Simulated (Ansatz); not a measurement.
**Structural relaxation of random alloy of the diamond Si-Ge line, x = 0.375 (64 atoms)**

Wanted: the relaxed structure of random alloy of the diamond Si-Ge line, x = 0.375 (64 atoms) and its electronic structure.

Method: Kohn-Sham DFT, PBE, PAW (set soft_2), plane waves, in Ansatz 0.2.0.

## Step 1: Set-up

The cell holds 64 atoms: 24 Ge and 40 Si. Cell: a = 11.156 Å, b = 11.156 Å, c = 11.156 Å, α = 90.0°, β = 90.0°, γ = 90.0°. It derives from Si and Ge (diamond Si-Ge), repeated 2×2×2. Diamond Si-Ge: 64 atoms, 24 of 64 Si sites given to Ge at random, cell and internal coordinates interpolated linearly between the end members (Vegard's rule); not relaxed, displaced by a Gaussian of 0.02 Å. Lattice constants are starting values near those of PBE.

What the set-up can't give: The host structure and its lattice constant were typed by rule, without a check against the phase diagram. Only the Γ point is sampled in the main run, in a cell whose shortest periodic width is 11 Å.

## Step 2: Single point at the start

The forces at the start show how far the geometry lies from a minimum of this functional.

File input.yaml:

```yaml
crystal:
  lattice:
    - [11.15625, 0.0, 0.0]
    - [0.0, 11.15625, 0.0]
    - [0.0, 0.0, 11.15625]
  atoms:
    - { symbol: Ge, position: [0.00291, 0.9989, 0.99905] }
    - { symbol: Si, position: [0.12308, 0.12655, 0.12087] }
    - { symbol: Ge, position: [0.00313, 0.24864, 0.25057] }
    - { symbol: Ge, position: [0.12455, 0.37762, 0.37131] }
    - { symbol: Si, position: [0.24942, 0.99931, 0.25203] }
    - { symbol: Si, position: [0.37303, 0.12469, 0.37343] }
    - { symbol: Ge, position: [0.25008, 0.25104, 0.99803] }
    - { symbol: Si, position: [0.37705, 0.37662, 0.1259] }
    - { symbol: Si, position: [0.00161, 0.99877, 0.49978] }
    - { symbol: Si, position: [0.12332, 0.12452, 0.62595] }
    - { symbol: Si, position: [0.99876, 0.24929, 0.74877] }
    - { symbol: Si, position: [0.12348, 0.3738, 0.87498] }
    - { symbol: Ge, position: [0.248, 0.00042, 0.75298] }
    - { symbol: Si, position: [0.37633, 0.12466, 0.87341] }
    - { symbol: Si, position: [0.24866, 0.25303, 0.50009] }
    - { symbol: Si, position: [0.37386, 0.37534, 0.62877] }
    - { symbol: Ge, position: [0.00022, 0.50111, 0.00054] }
    - { symbol: Si, position: [0.12437, 0.62295, 0.12437] }
    - { symbol: Ge, position: [0.99963, 0.75105, 0.2515] }
    - { symbol: Si, position: [0.12667, 0.87551, 0.37659] }
    - { symbol: Si, position: [0.24865, 0.50225, 0.25092] }
    - { symbol: Si, position: [0.37447, 0.62588, 0.37486] }
    - { symbol: Ge, position: [0.25203, 0.75272, 0.00392] }
    - { symbol: Ge, position: [0.3725, 0.87241, 0.1241] }
    - { symbol: Si, position: [0.00029, 0.50157, 0.50057] }
    - { symbol: Ge, position: [0.12137, 0.62445, 0.62648] }
    - { symbol: Ge, position: [0.00041, 0.75137, 0.7496] }
    - { symbol: Ge, position: [0.12464, 0.87533, 0.87574] }
    - { symbol: Si, position: [0.25036, 0.50021, 0.7488] }
    - { symbol: Si, position: [0.37568, 0.62522, 0.87702] }
    - { symbol: Ge, position: [0.25215, 0.75033, 0.49933] }
    - { symbol: Si, position: [0.37385, 0.87576, 0.62514] }
    - { symbol: Si, position: [0.49938, 8.0e-05, 0.99889] }
    - { symbol: Ge, position: [0.62625, 0.1242, 0.1272] }
    - { symbol: Si, position: [0.50072, 0.25106, 0.24804] }
    - { symbol: Si, position: [0.6253, 0.37633, 0.37329] }
    - { symbol: Si, position: [0.74952, 6.0e-05, 0.24754] }
    - { symbol: Si, position: [0.87556, 0.12652, 0.37346] }
    - { symbol: Ge, position: [0.75063, 0.24765, 0.99993] }
    - { symbol: Ge, position: [0.8721, 0.37701, 0.12573] }
    - { symbol: Ge, position: [0.49996, 0.99861, 0.50228] }
    - { symbol: Si, position: [0.62853, 0.12167, 0.62722] }
    - { symbol: Si, position: [0.50292, 0.25061, 0.74785] }
    - { symbol: Ge, position: [0.62655, 0.37468, 0.87392] }
    - { symbol: Si, position: [0.74779, 0.00099, 0.75142] }
    - { symbol: Si, position: [0.87388, 0.12593, 0.87295] }
    - { symbol: Ge, position: [0.75144, 0.25008, 0.49967] }
    - { symbol: Si, position: [0.87482, 0.37656, 0.62635] }
    - { symbol: Si, position: [0.50095, 0.50025, 0.00014] }
    - { symbol: Ge, position: [0.62611, 0.62542, 0.12622] }
    - { symbol: Si, position: [0.49944, 0.74564, 0.25186] }
    - { symbol: Si, position: [0.62892, 0.87579, 0.37482] }
    - { symbol: Si, position: [0.74976, 0.49979, 0.25003] }
    - { symbol: Ge, position: [0.87299, 0.62407, 0.37321] }
    - { symbol: Ge, position: [0.75045, 0.74947, 0.00089] }
    - { symbol: Si, position: [0.87469, 0.87677, 0.12538] }
    - { symbol: Si, position: [0.50393, 0.4966, 0.49884] }
    - { symbol: Ge, position: [0.62662, 0.62953, 0.62455] }
    - { symbol: Ge, position: [0.50008, 0.74959, 0.75239] }
    - { symbol: Si, position: [0.62448, 0.87622, 0.87443] }
    - { symbol: Si, position: [0.74772, 0.50056, 0.7509] }
    - { symbol: Si, position: [0.87732, 0.6248, 0.87389] }
    - { symbol: Si, position: [0.75101, 0.75043, 0.5005] }
    - { symbol: Si, position: [0.87487, 0.87708, 0.62566] }
kpoints:
  mp_grid: { grid: [1, 1, 1] }
hamiltonian:
  xc: pbe
scf:
  occupations: { method: fermi_dirac, width: 0.025 }
output:
  forces: true
```

On the command line:

```console
> ansatz run input.yaml --threads 4 --pin off --max-ram 8192MiB --backend cpu --events-out ev --progress --plain --runs-dir out
```

Output:

```text
Engine: ansatz 0.2.0, aarch64-unknown-linux-gnu
Pseudopotentials: kind: paw
Pseudopotential: Ge, paw, valence charge 14, recommended cutoff 420 eV (normal), Ge.paw.azcp
Pseudopotential: Si, paw, valence charge 4, recommended cutoff 420 eV (normal), Si.paw.azcp
[... 5 lines on functional and potentials left out ...]
Crystal: 64 atoms, lattice volume = 1388.528 Å³
Basis set: ecut = 420 eV, 27201 PW (Γ), exchange–correlation on 150×150×150 points (8 copies of the dense FFT grid, shifted against one another)
Bands: 312, of which v1, the nominal top of the filled ones, is band 248 counted from 1 (247 counted from 0)
Symmetry: 1 space group operations
Space group: P1 (ITA 1), of the structure as read, at distance tolerance 1.1e-4 Å
k-points: 1
[... 5 lines on functional and potentials left out ...]
Initial density: superposition of atomic densities (neutral atoms: chi_scale 0, normalization atom), corrected by the library's trained network
Initial wavefunctions: pseudopotential atomic-orbital guess
Functional: x = pbe(κ = 0.804, μ = 0.219515), c = pbe(β = 0.066725)
SCF iter   1: F=—  HF=-128502.755608 eV  |F-HF|=—  |Δ(HF+E_count)|=         —  Δρ=1.89e-3  dr2=7.51e-2  ethr=1.77e-3  ⟨swp⟩=7.0  Hψ=1275  notcnv=0  defer=19
preconditioner: auto → Resta (q_TF=auto, 2.298 Å⁻¹)  ε∞=5.0  [insulator: Δε(μ)=0.541 eV  Ē_g=7.925 eV  σ=0.025 eV  W_gap=1.00  n_scr=256 (ndim 8)  ℏωp=15.9 eV  f_vac=0.000  D(μ)=0.00/eV (n_scr^D=0)  ε∞_Penn≈5.0]
SCF iter   2: F=—  HF=-128502.734933 eV  |F-HF|=—  |Δ(HF+E_count)|=   2.07e-2  Δρ=1.09e-3  dr2=2.45e-2  ethr=1.51e-5  ⟨swp⟩=2.0  Hψ=479  notcnv=0  defer=42
SCF iter   3: F=—  HF=-128502.735421 eV  |F-HF|=—  |Δ(HF+E_count)|=   4.88e-4  Δρ=6.39e-4  dr2=5.70e-3  ethr=4.95e-6  ⟨swp⟩=2.0  Hψ=512  notcnv=0  defer=17
automatic band count: iteration 3 solves 287 bands in place of 312: the levels show a gap, and the empty bands left out lie too high to hold charge; the band table lists the bands solved (type scf.n_extra_bands for more)
SCF iter   4: F=—  HF=-128502.731279 eV  |F-HF|=—  |Δ(HF+E_count)|=   4.14e-3  Δρ=1.83e-4  dr2=6.25e-4  ethr=1.15e-6  ⟨swp⟩=2.0  Hψ=512  notcnv=0  defer=17
SCF iter   5: F=—  HF=-128502.731581 eV  |F-HF|=—  |Δ(HF+E_count)|=   3.02e-4  Δρ=5.87e-5  dr2=4.53e-5  ethr=1.26e-7  ⟨swp⟩=2.0  Hψ=512  notcnv=0  defer=17
SCF iter   6: F=—  HF=-128502.731048 eV  |F-HF|=—  |Δ(HF+E_count)|=   5.34e-4  Δρ=1.09e-5  dr2=1.66e-6  ethr=9.13e-9  ⟨swp⟩=2.0  Hψ=512  notcnv=0  defer=17
SCF iter   7: F=—  HF=-128502.731052 eV  |F-HF|=—  |Δ(HF+E_count)|=   4.41e-6  Δρ=4.68e-6  dr2=2.45e-7  ethr=3.35e-10  ⟨swp⟩=2.0  Hψ=512  notcnv=0  defer=17
SCF iter   8: F=-128502.731052 eV  HF=-128502.731052 eV  |F-HF|=5.28e-8  |Δ(HF+E_count)|=   1.54e-7  Δρ=1.23e-6  dr2=1.64e-8  ethr=2.02e-11  ⟨swp⟩=4.0  Hψ=915  notcnv=0
SCF 1 converged in 8 iterations: F = -128502.731052 eV  dr2 = 1.64e-8
  greatest PAW one-centre occupation: 0.998 electrons in one spin orbital (limit 2), on the Ge atom at site 27 (counted from 0), in its partial waves of l = 2
SCF converged after 8 iterations
Free energy (F): -128502.731052 eV
Harris-Foulkes:  -128502.731052 eV  (|F-HF|=5.28e-8)
Internal energy: -128502.731021 eV  (E = F + TS)
E sigma→0 (E₀):  -128502.731037 eV
Entropy (-TS):   -0.000030 eV (-0.000 meV/atom)
Fermi energy:    7.169251 eV
--- Per-component energies (eV) ---
  E_band       = -3754.026101
  E_kinetic    = 4280.139049
  E_local      = -74383.639256  (includes V_loc(G=0)·N_el)
  E_nonlocal   = 11088.128466
  E_hartree    = 33157.827422
  E_xc         = -4008.123071
  E_vxc        = -3404.626071  (∫ρ·V_xc dr)
  E_paw        = -69008.456857  (= ΣΔE_a)
  E_vpaw       = -7649.691536  (= ΣTr[D̂ρ^β])
  E_aug_tail   = 0.007829  (compensation charges beyond the density's cutoff)
  E_ewald      = -29628.614604
  E_smearing   = -0.000030  (= −TS)
  E_closure    = -0.000000  (closes the sum)
  Σ components = -128502.731052   (vs F -128502.731052, Δ=0.00e0)
--- Forces (eV/Å), atoms counted from 1 ---
  atom   1  Ge    -0.95589181     0.51807198     0.22590491
  atom   2  Si     0.73466643    -0.43614849     0.67303191
  atom   3  Ge    -0.52387485    -0.20982715    -0.40926304
  atom   4  Ge     0.30850788     0.16764673     0.83756341
  atom   5  Si    -0.39147706     0.39509347    -0.30843757
  atom   6  Si     0.08820438     0.42916158     0.13006293
  atom   7  Ge     0.27619678    -0.00617844     0.14222890
  atom   8  Si    -0.12309000     0.23673908     0.08003877
  atom   9  Si    -0.26466252     0.24993928    -0.02163313
  atom  10  Si    -0.02463182     0.34659423    -0.40701795
  atom  11  Si    -0.02379979     0.15174063     0.06581492
  atom  12  Si     0.10570976     0.19281171    -0.63168372
  atom  13  Ge     0.47908145     0.29693374    -0.66035291
  atom  14  Si     0.48884762     0.22344263     0.05324101
[...]
atom  63  Si     0.21320500     0.65253085    -0.15701813
  atom  64  Si    -0.26721422     0.14178281    -0.26289031
  max |Σ_I F_I| component: 8.38e-6 eV/Å
```

It took 7.6 s on 4 threads of Arm Neoverse V2, shared host; peak memory 1.5 GiB; 29 s of CPU time.

The run gave:

```yaml
free_energy: -128502.7311 eV
free_energy_per_atom: -2007.8552 eV/atom
scf_cycles: 8
r_m_s_force_component: 0.3808 eV/Å
longest_force: 1.67 eV/Å
fermi_energy: 7.169 eV
```

The r.m.s. force component of 0.38 eV/Å sets the starting point.

Length of the force by element and coordination:

```
element  coordination  atoms  mean length of the force (eV/Å)  spread  least  most
     Ge           all     24                            0.666   0.371  0.120  1.67
     Si           all     40                            0.551   0.210  0.145  1.09
```

## Step 3: Cell and atoms relaxed

The cell is relaxed with the atoms, since the starting lattice needn't suit this functional.

input.yaml, as its differences from that of step 2:

```diff
@@ -15 +15,5 @@
   forces: true
+relax:
+  f_tol: 0.04
+  max_steps: 150
+  cell: {}
```

Output:

```text
[...]
Crystal: 64 atoms, lattice volume = 1388.528 Å³
Basis set: ecut = 420 eV, 27201 PW (Γ), exchange–correlation on 150×150×150 points (8 copies of the dense FFT grid, shifted against one another)
Bands: 312, of which v1, the nominal top of the filled ones, is band 248 counted from 1 (247 counted from 0)
Symmetry: 1 space group operations
[...]
k-points: 1
[...]
SCF iter   1: F=—  HF=-128502.755607 eV  |F-HF|=—  |Δ(HF+E_count)|=         —  Δρ=1.89e-3  dr2=7.51e-2  ethr=1.77e-3  ⟨swp⟩=7.0  Hψ=1275  notcnv=0  defer=19
[...]
SCF iter   8: F=-128502.731052 eV  HF=-128502.731052 eV  |F-HF|=4.74e-8  |Δ(HF+E_count)|=   9.00e-8  Δρ=1.28e-6  dr2=1.82e-8  ethr=2.02e-11  ⟨swp⟩=4.0  Hψ=1059  notcnv=0
SCF 1 converged in 8 iterations: F = -128502.731052 eV  dr2 = 1.82e-8
[...]
relax step   1: F+E_penalty+E_count = -128502.73105191 eV  Δ(F+E_penalty+E_count) = +0.000e0 eV  max|allowed force component| = 1.246e0 eV/Å  Δτ_max = 0.0000 Å  P = +0.093 GPa  Ω = 1388.528 Å³  (8 SCF iters, dr2 threshold 1.00e-7 eV, accepted)
[...]
relax step   2: F+E_penalty+E_count = -128503.63585208 eV  Δ(F+E_penalty+E_count) = -9.048e-1 eV  max|allowed force component| = 2.549e-1 eV/Å  Δτ_max = 0.0974 Å  P = +0.030 GPa  Ω = 1387.433 Å³  energy of the carried Pulay correction = +1.505e-4 eV  (7 SCF iters, dr2 threshold 6.40e-6 eV, accepted)
[...]
relax step   3: F+E_penalty+E_count = -128503.67924432 eV  Δ(F+E_penalty+E_count) = -4.339e-2 eV  max|allowed force component| = 1.181e-2 eV/Å  Δτ_max = 0.0290 Å  P = +0.008 GPa  Ω = 1387.871 Å³  energy of the carried Pulay correction = +9.031e-5 eV  (5 SCF iters, dr2 threshold 4.06e-6 eV, accepted)
[...]
relax step   4: F+E_penalty+E_count = -128503.67924830 eV  Δ(F+E_penalty+E_count) = -3.981e-6 eV  max|allowed force component| = 1.191e-2 eV/Å  Δτ_max = 0.0000 Å  P = +0.008 GPa  Ω = 1387.871 Å³  stress off target by 2.96e-2 GPa  SCF on the basis re-selected at this cell (its energy is not comparable with the rows above)  (6 SCF iters)
basis re-selected at this cell: Δ(F+E_penalty+E_count) = -3.981e-6 eV, ΔP = -0.000 GPa vs the last step (what re-selecting the basis moved, of the pressure what is left beyond the Pulay correction that the steps carried, after the strain that the cell walked since its last selection, [...]
SCF converged after 6 iterations
Free energy (F): -128503.679248 eV
[...]
Internal energy: -128503.679156 eV  (E = F + TS)
E sigma→0 (E₀):  -128503.679202 eV
Entropy (-TS):   -0.000092 eV (-0.001 meV/atom)
Fermi energy:    7.114809 eV
[...]
--- Forces (eV/Å), atoms counted from 1 ---
  atom   1  Ge     0.00260788     0.00885539    -0.00096799
  atom   2  Si     0.00759847     0.00052466    -0.00091283
  atom   3  Ge     0.00029463     0.00349583    -0.00113917
  atom   4  Ge    -0.00017967    -0.00269205     0.00309133
  atom   5  Si    -0.00400043    -0.00381713    -0.00359172
  atom   6  Si     0.00123366    -0.00177992    -0.00488525
  atom   7  Ge    -0.00275363     0.00285260    -0.00260541
  atom   8  Si    -0.00042726    -0.00280075    -0.00156948
  atom   9  Si     0.00332996    -0.00244959    -0.00095933
  atom  10  Si    -0.00048096     0.00158509     0.00118874
  atom  11  Si    -0.00049026     0.00020760    -0.00149238
  atom  12  Si    -0.00252904    -0.00113154     0.00027862
  atom  13  Ge    -0.00295527     0.01018890    -0.00012182
  atom  14  Si    -0.00131158    -0.00600240     0.00344856
[...]
atom  63  Si     0.00128001    -0.00412335     0.00468853
  atom  64  Si    -0.00442976     0.00340983    -0.00825826
  max |Σ_I F_I| component: 1.16e-6 eV/Å
--- Stress (GPa, compression-positive) ---
        0.007390      -0.007712       0.010812
       -0.007712       0.004788      -0.013217
        0.010812      -0.013217       0.011412
  P = ⅓ Tr σ = 0.0079 GPa (0.079 kbar)
--- Relaxed structure (3 steps of the walk, 3 accepted, 1 SCFs on fresh bases) ---
  F+E_penalty+E_count = -128503.67924830 eV   max|allowed force component| = 1.191e-2 eV/Å   (the final SCF, on the basis selected at the relaxed cell)
  cell:  # Å, volume = 1387.8713 Å³
    - [11.154515, -0.000634925, -7.455462e-5]
    - [-0.000634925, 11.154578, 0.00180924]
    - [-7.455462e-5, 0.00180924, 11.154379]
  atoms:
    - { symbol: Ge, position: [-0.0020689, 1.003130, 1.001990] }
    - { symbol: Si, position: [0.127291, 0.124065, 0.126829] }
    - { symbol: Ge, position: [0.000607749, 0.245807, 0.252400] }
    - { symbol: Ge, position: [0.128349, 0.376639, 0.377392] }
[...]
- { symbol: Si, position: [0.871864, 0.879091, 0.622442] }
```

Run time: 31 s. Hardware: 4 threads; peak memory 1.5 GiB.

Relaxation path:

```
step  energy less that of the first step (eV)  largest force component (eV/Å)  pressure (GPa)  volume (Å³)
   1                                   0.0000                          1.2460            0.09      1388.53
   2                                  -0.9048                          0.2549            0.03      1387.43
   3                                  -0.9482                          0.0118            0.01      1387.87
  4*                                  -0.9482                          0.0119            0.01      1387.87
```

Relaxation steps marked * repeat the geometry before them on a plane-wave basis chosen anew for their cell, so energy and pressure can jump there.

```
     cell as run  before   after  change
           a (Å)  11.156  11.155  -0.0 %
           b (Å)  11.156  11.155  -0.0 %
           c (Å)  11.156  11.154  -0.0 %
           α (°)   90.00   89.98  -0.0 %
volume (Å³/atom)   21.70   21.69  -0.0 %
```

The atoms that moved most (Å, as changes of fractional coordinates times the final cell):

```
atom      dx      dy      dz  length
Ge24   0.052   0.055   0.046   0.089
 Si2   0.047  -0.028   0.066   0.086
Ge23  -0.001  -0.078  -0.034   0.085
Ge13   0.042   0.033  -0.064   0.084
 Ge4   0.042  -0.011   0.068   0.081
 Ge1  -0.056   0.047   0.033   0.080
Si38  -0.017  -0.069   0.035   0.079
Si37   0.013  -0.034   0.061   0.071
```

The relaxation changed the energy by -14.8 meV/atom, and atoms moved by 0.054 Å r.m.s., 0.089 Å at most.

## Step 4: Local order after relaxation

Bonds before and after, by the cutoffs listed below:

```
 pair  bonds before  bonds after  mean before (Å)  mean after (Å)  spread before (Å)  spread after (Å)
Si-Si            48           48            2.414           2.383              0.027             0.008
Si-Ge            64           64            2.418           2.426              0.023             0.009
Ge-Ge            16           16            2.413           2.470              0.036             0.008
```

Density 3.43 g/cm³, 21.69 Å³ an atom.

Pair distribution functions g(r), in bins of 0.2 Å:

```
r (Å)  total  Si-Si  Si-Ge  Ge-Ge
 2.30   2.29   5.75   0.10   0.00
 2.50   3.64   0.12   6.15   5.00
 2.70   0.00   0.00   0.00   0.00
 2.90   0.00   0.00   0.00   0.00
 3.10   0.00   0.00   0.00   0.00
 3.30   0.00   0.00   0.00   0.00
 3.50   0.00   0.00   0.00   0.00
 3.70   0.00   0.00   0.00   0.00
 3.90   5.86   6.01   5.86   5.43
 4.10   0.80   0.64   0.85   1.06
 4.30   0.00   0.00   0.00   0.00
 4.50   1.47   1.46   1.57   1.19
 4.70   3.37   3.45   3.16   3.83
 4.90   0.00   0.00   0.00   0.00
 5.10   0.00   0.00   0.00   0.00
 5.30   0.00   0.00   0.00   0.00
 5.50   1.20   1.21   1.23   1.12
 5.70   0.46   0.44   0.47   0.48
 5.90   0.03   0.04   0.03   0.00
 6.10   2.77   2.67   2.93   2.54
 6.30   0.00   0.00   0.00   0.00
 6.50   0.00   0.00   0.00   0.00
 6.70   0.99   1.07   0.96   0.88
 6.90   3.45   3.23   3.72   3.16
 7.10   0.30   0.28   0.31   0.34
 7.30   2.33   2.39   2.25   2.40
 7.50   0.00   0.00   0.00   0.00
 7.70   0.02   0.01   0.02   0.03
```

Bonds by pair of elements; cutoffs follow the first minimum of g(r), held within bounds set by covalent radii, and pairs that aren't listed don't count as bonded:

```
pair A-B  cutoff (Å)  bonds  mean length (Å)  spread (Å)  shortest (Å)  B about A  A about B
   Si-Si        2.77     48             2.38       0.008          2.37        2.4        2.4
   Si-Ge        2.83     64             2.43       0.009          2.40        1.6       2.67
   Ge-Ge        2.88     16             2.47       0.008          2.46       1.33       1.33
```

How many atoms have how many bonded neighbours:

```
element  mean   4
     Ge     4  24
     Si     4  40
```

Bond angles, per cent of each kind in bins of 5°:

```
angle (°)  Ge-Si-Si  Si-Si-Si  Si-Ge-Si  Ge-Ge-Si  Ge-Si-Ge
  105–110      77.1      50.6      51.6      85.9      91.9
  110–115      22.9      49.4      48.4      14.1       8.1
```

Bond angles (no mean is given where the spread exceeds 20°):

```
   angle  count  mean (°)  spread (°)
Ge-Si-Si    118       109         0.9
Si-Si-Si     85       110         0.8
Si-Ge-Si     64       110         0.9
Ge-Ge-Si     64       109           1
Ge-Si-Ge     37       109         1.1
```

Rings of the network by King's shortest-path rule, up to 12 atoms, one path for each pair of neighbours; H, halogens, alkali and alkaline-earth atoms are left out:

```
ring size (atoms)  rings  per network atom
                6    128                 2
```

Counting bonds as in the table, all Ge atoms have 4 and all Si atoms have 4 bonded neighbours. The Ge-Si-Si angle averages 109° with a spread of 0.9°. All rings counted have 6 atoms.

[end of part 1 of 3]

[Long decimals in the printed logs are rounded to 6 places.]

[Logs are printed without paths, hosts, clocks, repeated set-up lines and the standing remarks that a program may print on its own settings, such as how far it seeks lower states.]

[Hosts, paths, dates, database ids (printed as entryN), source tags and the programs' standing remarks are cut or masked in the printed files.]

[A walk said to have stopped at its limit may instead have ended on an SCF cycle that didn't converge.]
